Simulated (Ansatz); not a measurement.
# Optical response of FeNi3 (Awaruite)

What colour and refractive index does FeNi3 (Awaruite) have at this level of theory?

Calculated with Ansatz 0.2.0; DFT, PBE, plane-wave PAW, default files, scalar-relativistic, independent-particle optical response without local fields.

## Step 1: The structure

The structure is cubic, space group Pm-3m (No. 221). Conventional cell: a = 3.545 Å, b = 3.545 Å, c = 3.545 Å, α = 90.00°, β = 90.00°, γ = 90.00°. Nearest to Ni lie 8 Ni at 2.51 Å and 4 Fe at 2.51 Å. Nearest to Fe lie 12 Ni at 2.51 Å. Farther neighbours are not listed.

## Step 2: Ground state and bands

First the ground state: is it a metal or has it a gap?

This step: DFT, PBE, plane-wave PAW, default files, scalar-relativistic, ground state (Ansatz 0.2.0).

The input, input.yaml:

```yaml
crystal:
  lattice:
    - [3.545, 0.0, 0.0]
    - [0.0, 3.545, 0.0]
    - [0.0, 0.0, 3.545]
  atoms:
    - { symbol: Ni, position: [0.5, 0.5, 0.0], spin: 1.0 }
    - { symbol: Ni, position: [0.5, 0.0, 0.5], spin: 1.0 }
    - { symbol: Ni, position: [0.0, 0.5, 0.5], spin: 1.0 }
    - { symbol: Fe, position: [0.0, 0.0, 0.0], spin: 3.0 }
magnetization:
  spin_polarized: true
kpoints:
  mp_grid: { grid: [6, 6, 6] }
  band_path:
    path:
      - [[0.0, 0.0, 0.0], [0.0, 0.5, 0.0], [0.5, 0.5, 0.0], [0.0, 0.0, 0.0], [0.5, 0.5, 0.5], [0.0, 0.5, 0.0]]
      - [[0.5, 0.5, 0.0], [0.5, 0.5, 0.5]]
    npoints: 10
scf:
  occupations: { method: fermi_dirac, width: 0.05 }
  n_extra_bands: 11
hamiltonian:
  xc: pbe
  pseudopotentials: { kind: paw }
output:
  forces: true
  stress: true
  populations: true
  write_bands: true
  write_density: true
  write_potential: true
  elf: true
  volumetric_format: npy
```

The run is started by

```console
$ ansatz run input.yaml --threads 4 --pin off --max-ram 8192MiB --backend cpu --events-out ev --progress --plain --runs-dir out
```

Numbers of over 12 decimals in the logs are rounded to 6 here.

The program printed:

```text
scf.n_extra_bands = 11 over 35 filled bands (N_el = 70.0): the run solves 46 bands
Engine: ansatz 0.2.0, x86_64-unknown-linux-gnu
Pseudopotentials: kind: paw
Pseudopotential: Ni, paw, valence charge 18, recommended cutoff 420 eV (normal), Ni.paw.azcp
Pseudopotential: Fe, paw, valence charge 16, recommended cutoff 420 eV (normal), Fe.paw.azcp
Functional definition: PBE
  parameter kappa = 0.804
  parameter beta = 0.066725
  exchange = pbe_x(kappa = kappa, mu = beta*pi^2/3)
  correlation = pbe_c(beta = beta)
Crystal: 4 atoms, lattice volume = 44.550 Å³
Basis set: ecut = 420 eV, 895 PW (Γ), exchange–correlation on 48×48×48 points (8 copies of the dense FFT grid, shifted against one another)
Bands: 46, of which v1, the nominal top of the filled ones, is band 35 counted from 1 (34 counted from 0)
Symmetry: 48 space group operations
Space group: Pm-3m (ITA 221), of the structure as read, at distance tolerance 3.5e-5 Å
Magnetic group: BNS 221.92 (UNI 1594), of the structure as read, at distance tolerance 3.5e-5 Å
k-points: 20 of 216
Non-local potential: Ni, projectors of the file, l = 0: 3, l = 1: 2, l = 2: 3, l = 3: 1
Non-local potential: Fe, projectors of the file, l = 0: 3, l = 1: 2, l = 2: 3, l = 3: 1
PAW form: soft (Blöchl's): semilocal exchange-correlation on the pseudo side does not see the compensation charge
PAW one-centre angular grid: Ni, 590 points (default); XC on 64 Gauss nodes
PAW one-centre angular grid: Fe, 590 points (default); XC on 64 Gauss nodes
Initial density: superposition of atomic densities (chi_scale 0.1, normalization cell)
Starting moments: Σ|m| = 6 μB on 4 of 4 sites
Initial wavefunctions: pseudopotential atomic-orbital guess
Functional: x = pbe(κ = 0.804, μ = 0.219515), c = pbe(β = 0.066725)
SCF iter   1: F=—  HF=-21997.718699 eV  |F-HF|=—  |Δ(HF+E_count)|=         —  Δρ=6.36e-2 (↑3.75e-2 ↓6.36e-2)  dr2=2.71e0  dr2_m=1.30e-1  M=5.368 μB ∫|m|=5.646 μB  β_m=0.30  ethr=3.10e-3  ⟨swp⟩=5.8  Hψ=6005  notcnv=0  defer=20
Mixer restart at iter 1: flushing history
preconditioner: auto → Kerker (q_TF=auto, 2.942 Å⁻¹)  [metal: Δε(μ)=0.045 eV  Ē_g=8.936 eV  σ=0.050 eV  W_gap=0.22  n_scr=18 (ndim 8)  ℏωp=34.3 eV  f_vac=0.000  D(μ)=1.84/eV (n_scr^D=18)]
spin=Collinear: Kerker preconditioning applied to the charge; magnetization (m = ρ↑ − ρ↓) channel mixes plain (no charge-response kernel on spin).
SCF iter   2: F=—  HF=-21997.172070 eV  |F-HF|=—  |Δ(HF+E_count)|=   5.47e-1  Δρ=3.65e-2 (↑1.33e-2 ↓3.65e-2)  dr2=4.35e-1  dr2_m=1.68e-1  M=5.353 μB ∫|m|=5.657 μB  β_m=0.33  ethr=3.10e-3  ⟨swp⟩=2.4  Hψ=2996  notcnv=0  defer=102
SCF iter   3: F=—  HF=-21998.258854 eV  |F-HF|=—  |Δ(HF+E_count)|=    1.09e0  Δρ=2.54e-2 (↑1.53e-2 ↓2.54e-2)  dr2=1.91e-1  dr2_m=1.12e-1  M=5.319 μB ∫|m|=5.657 μB  β_m=0.59  ethr=6.21e-4  ⟨swp⟩=2.4  Hψ=2469  notcnv=0  defer=105
SCF iter   4: F=—  HF=-21999.770285 eV  |F-HF|=—  |Δ(HF+E_count)|=    1.51e0  Δρ=3.44e-2 (↑9.98e-3 ↓3.44e-2)  dr2=5.72e-1  dr2_m=7.79e-2  M=4.994 μB ∫|m|=5.447 μB  β_m=0.64  ethr=2.73e-4  ⟨swp⟩=2.6  Hψ=3257  notcnv=0  defer=107
SCF iter   5: F=—  HF=-22000.013340 eV  |F-HF|=—  |Δ(HF+E_count)|=   2.43e-1  Δρ=1.61e-2 (↑7.38e-3 ↓1.61e-2)  dr2=1.44e-1  dr2_m=1.70e-2  M=4.917 μB ∫|m|=5.405 μB  β_m=0.78  ethr=2.73e-4  ⟨swp⟩=3.0  Hψ=3155  notcnv=0  defer=110
SCF iter   6: F=—  HF=-22000.023296 eV  |F-HF|=—  |Δ(HF+E_count)|=   9.96e-3  Δρ=2.55e-3 (↑2.55e-3 ↓1.19e-3)  dr2=2.90e-3  dr2_m=9.10e-4  M=4.910 μB ∫|m|=5.403 μB  β_m=0.74  ethr=2.06e-4  ⟨swp⟩=2.3  Hψ=2908  notcnv=0  defer=112
SCF iter   7: F=—  HF=-22000.028279 eV  |F-HF|=—  |Δ(HF+E_count)|=   4.98e-3  Δρ=1.70e-3 (↑1.70e-3 ↓1.16e-3)  dr2=2.60e-3  dr2_m=1.07e-4  M=4.906 μB ∫|m|=5.404 μB  β_m=0.87  ethr=4.15e-6  ⟨swp⟩=2.0  Hψ=2644  notcnv=0  defer=112
SCF iter   8: F=—  HF=-22000.030086 eV  |F-HF|=—  |Δ(HF+E_count)|=   1.81e-3  Δρ=1.36e-3 (↑5.92e-4 ↓1.36e-3)  dr2=9.84e-4  dr2_m=8.48e-5  M=4.903 μB ∫|m|=5.406 μB  β_m=0.94  ethr=3.72e-6  ⟨swp⟩=2.0  Hψ=2929  notcnv=0  defer=112
SCF iter   9: F=—  HF=-22000.030299 eV  |F-HF|=—  |Δ(HF+E_count)|=   2.12e-4  Δρ=3.83e-4 (↑1.33e-4 ↓3.83e-4)  dr2=4.50e-5  dr2_m=1.84e-5  M=4.901 μB ∫|m|=5.406 μB  β_m=0.97  ethr=1.41e-6  ⟨swp⟩=2.0  Hψ=2513  notcnv=0  defer=112
SCF iter  10: F=—  HF=-22000.030304 eV  |F-HF|=—  |Δ(HF+E_count)|=   5.10e-6  Δρ=1.91e-4 (↑1.29e-4 ↓1.91e-4)  dr2=2.48e-5  dr2_m=7.58e-7  M=4.902 μB ∫|m|=5.406 μB  β_m=0.97  ethr=6.43e-8  ⟨swp⟩=2.2  Hψ=2482  notcnv=0  defer=112
SCF iter  11: F=—  HF=-22000.030304 eV  |F-HF|=—  |Δ(HF+E_count)|=   1.21e-8  Δρ=5.27e-5 (↑3.43e-5 ↓5.27e-5)  dr2=2.25e-6  dr2_m=5.92e-8  M=4.902 μB ∫|m|=5.406 μB  β_m=0.85  ethr=3.54e-8  ⟨swp⟩=2.0  Hψ=2569  notcnv=0  defer=112
SCF iter  12: F=—  HF=-22000.030303 eV  |F-HF|=—  |Δ(HF+E_count)|=   4.47e-7  Δρ=2.80e-5 (↑1.28e-5 ↓2.80e-5)  dr2=4.04e-7  dr2_m=2.92e-8  M=4.902 μB ∫|m|=5.406 μB  β_m=0.84  ethr=3.22e-9  ⟨swp⟩=2.0  Hψ=2583  notcnv=0  defer=112
SCF iter  13: F=—  HF=-22000.030303 eV  |F-HF|=—  |Δ(HF+E_count)|=   2.81e-8  Δρ=6.79e-6 (↑3.44e-6 ↓6.79e-6)  dr2=2.43e-8  dr2_m=1.62e-9  M=4.902 μB ∫|m|=5.406 μB  β_m=0.92  ethr=5.77e-10  ⟨swp⟩=2.2  Hψ=2258  notcnv=0  defer=112
SCF iter  14: F=-22000.030303 eV  HF=-22000.030303 eV  |F-HF|=1.99e-8  |Δ(HF+E_count)|=   3.14e-9  Δρ=6.43e-6 (↑2.14e-6 ↓6.43e-6)  dr2=2.32e-8  dr2_m=2.15e-9  M=4.902 μB ∫|m|=5.406 μB  ethr=3.47e-11  ⟨swp⟩=10.7  Hψ=11000  notcnv=0
SCF 1 converged in 14 iterations: F = -22000.030303 eV  dr2 = 2.32e-8
  greatest PAW one-centre occupation: 1.002 electrons in one spin orbital (limit 2), on the Fe atom at site 3 (counted from 0), in its partial waves of l = 1
NSCF: frozen V_eff on 62 k-points
SCF converged after 14 iterations
Magnetization: 4.9016 μB (37.4508 up, 32.5492 down)
Absolute magnetization: 5.4092 μB (∫|ρ↑−ρ↓|, with the PAW one-centre terms)
Spin contamination: 0.1014 ħ² per cell (⟨S²⟩ above its minimum at these occupations)
Per-site moments (μB) at R_I (Å): [(0.712477, 1.034011), (0.712477, 1.034011), (0.712477, 1.034011), (2.923334, 1.034011)]
Free energy (F): -22000.030303 eV
Harris-Foulkes:  -22000.030303 eV  (|F-HF|=1.99e-8)
Internal energy: -22000.008283 eV  (E = F + TS)
E sigma→0 (E₀):  -22000.019293 eV
Entropy (-TS):   -0.022020 eV (-5.505 meV/atom)
Fermi energy:    18.262142 eV
--- Per-component energies (eV) ---
  E_band       = -1082.518708
  E_kinetic    = 1194.001279
  E_local      = -12494.807803  (includes V_loc(G=0)·N_el)
  E_nonlocal   = 2126.049121
  E_hartree    = 5222.793064
  E_xc         = -371.889572
  E_vxc        = -479.301931  (∫ρ·V_xc dr)
  E_paw        = -6255.510147  (= ΣΔE_a)
  E_vpaw       = -1874.063205  (= ΣTr[D̂ρ^β])
  E_aug_tail   = 0.001720  (compensation charges beyond the density's cutoff)
  E_ewald      = -11420.645946
  E_smearing   = -0.022020  (= −TS)
  E_closure    = -0.000000  (closes the sum)
  Σ components = -22000.030303   (vs F -22000.030303, Δ=0.00e0)
--- Forces (eV/Å), atoms counted from 1 ---
  atom   1  Ni     0.00000000    -0.00000000     0.00000000
  atom   2  Ni     0.00000000    -0.00000000     0.00000000
  atom   3  Ni     0.00000000     0.00000000     0.00000000
  atom   4  Fe    -0.00000000    -0.00000000    -0.00000000
  max |Σ_I F_I| component: 7.36e-29 eV/Å
--- Stress (GPa, compression-positive) ---
        0.021076      -0.000000       0.000000
       -0.000000       0.021076       0.000000
        0.000000       0.000000       0.021076
  P = ⅓ Tr σ = 0.0211 GPa (0.211 kbar)
--- Band table (eV; the first three rows and the last of 40) ---
  k-point 0 ↑: bands = [... 31 lower, 17.5454, 17.5454, 17.5454, 17.5960, 17.5960, 17.5960, 20.4181, 20.4181, ... 7 higher]
  k-point 1 ↑: bands = [... 31 lower, 17.2788, 17.3682, 17.3948, 17.3948, 17.5454, 17.5962, 18.8897, 21.4033, ... 7 higher]
  k-point 2 ↑: bands = [... 31 lower, 16.9523, 16.9528, 16.9539, 16.9539, 17.2605, 17.5456, 17.5968, 23.3574, ... 7 higher]
  k-point 19 ↓: bands = [... 31 lower, 17.7053, 18.3539, 18.3539, 18.3539, 19.0890, 19.0890, 19.0890, 19.4325, ... 7 higher]
--- Löwdin populations: 4 sites ---
  site symbol       q [e]    m [muB]
     0     Ni     17.7961     0.7066
     1     Ni     17.7961     0.7066
     2     Ni     17.7961     0.7066
     3     Fe     15.7002     2.9637
  spilling = 0.013021 (of n_electrons = 70.000000)
```

It took 15 s on 4 threads of AMD EPYC (Zen 3), shared host; peak memory 0.49 GiB.

Numbers from this step:

| Item | Value |
| --- | --- |
| free energy | -22000.0303 eV |
| Fermi energy | 18.26 eV |
| magnetization | 4.902 μB |
| absolute magnetization | 5.409 μB |
| site moments | 0.7125, 0.7125, 0.7125, 2.923 μB |
| electrons | 70 |
| symmetry operations | 48 |
| pressure | 0.02108 GPa |
| volume | 44.55 Å³ |
| gap on the path | 0 eV |

There are states at the Fermi level within the smearing, so the occupations stay smeared and the carriers get a Drude term. The cell is left with a pressure of 0.0 GPa, as it stands unrelaxed at this level.

Both spins together. The electronic bands at the labelled points (eV, zero at the Fermi level; # counts the bands kept):

```csv
point,#35,#36,#37,#38,#39,#40,#41,#42
Γ,0.31,0.31,0.31,1.04,1.04,1.30,1.30,1.30
halfway,-0.53,-0.51,-0.27,-0.26,0.32,0.49,0.49,0.84
X,-0.85,-0.72,-0.67,-0.39,-0.10,-0.10,0.32,0.55
halfway,-0.84,-0.73,-0.72,-0.69,-0.36,0.25,0.53,0.61
M,-1.19,-0.79,-0.64,0.20,0.20,0.44,0.69,0.69
halfway,-0.92,-0.48,-0.40,-0.04,0.51,0.57,0.67,0.82
Γ,0.31,0.31,0.31,1.04,1.04,1.30,1.30,1.30
halfway,-0.83,-0.83,-0.78,0.15,0.30,0.30,0.87,0.87
R,-0.59,-0.59,-0.56,-0.56,-0.56,-0.47,0.09,0.09
halfway,-0.92,-0.84,-0.80,-0.76,0.00,0.46,0.58,0.61
X,-0.85,-0.72,-0.67,-0.39,-0.10,-0.10,0.32,0.55
jump to M,-1.19,-0.79,-0.64,0.20,0.20,0.44,0.69,0.69
halfway,-1.13,-1.09,-0.18,0.45,0.45,0.46,0.48,0.48
R,-0.59,-0.59,-0.56,-0.56,-0.56,-0.47,0.09,0.09
```

Spin density in the ac plane at fractional y = 0.000, with atoms of Ni and Fe within 0.2 Å of it.

Ten even steps from '_' (0.0 e/Å³) to '@' (6.7 e/Å³), each cell a mean:
```
**==..__________________..==
::..______________________..
____________________________
____________________________
____________________________
____________..--..__________
____________::--..__________
______________..____________
____________________________
____________________________
....______________________..
++--..__________________..==
@@**::__________________::##
```
Atoms in or near the plane, at fractional coordinates: Ni at (0.50, 0.50), Fe at (0.00, 0.00).

Valence density in the ac plane at fractional y = 0.000, with atoms of Ni and Fe within 0.2 Å of it. It is the smooth field of the valence electrons, not physical close to the nuclei.

Ten steps, logarithmic in the rise over the least value, from '0' (0 e/Å³) to '9' (48 e/Å³), each cell a mean:
```
87520000000257
65310000000135
22100000000012
00000133210000
00001466531000
00003689852000
00003699852000
00002578641000
00001234320000
11000011100001
54210000000134
76410000000257
98520000000368
```
Atoms in or near the plane, at fractional coordinates: Ni at (0.50, 0.50), Fe at (0.00, 0.00).

(Continued in part 2 of 2.)

[Logs are printed without paths, hosts, clocks, repeated set-up lines and the standing remarks that a program may print on its own settings, such as how far it seeks lower states.]

[Hosts, paths, dates, database ids (printed as entryN), source tags and the programs' standing remarks are cut or masked in the printed files.]
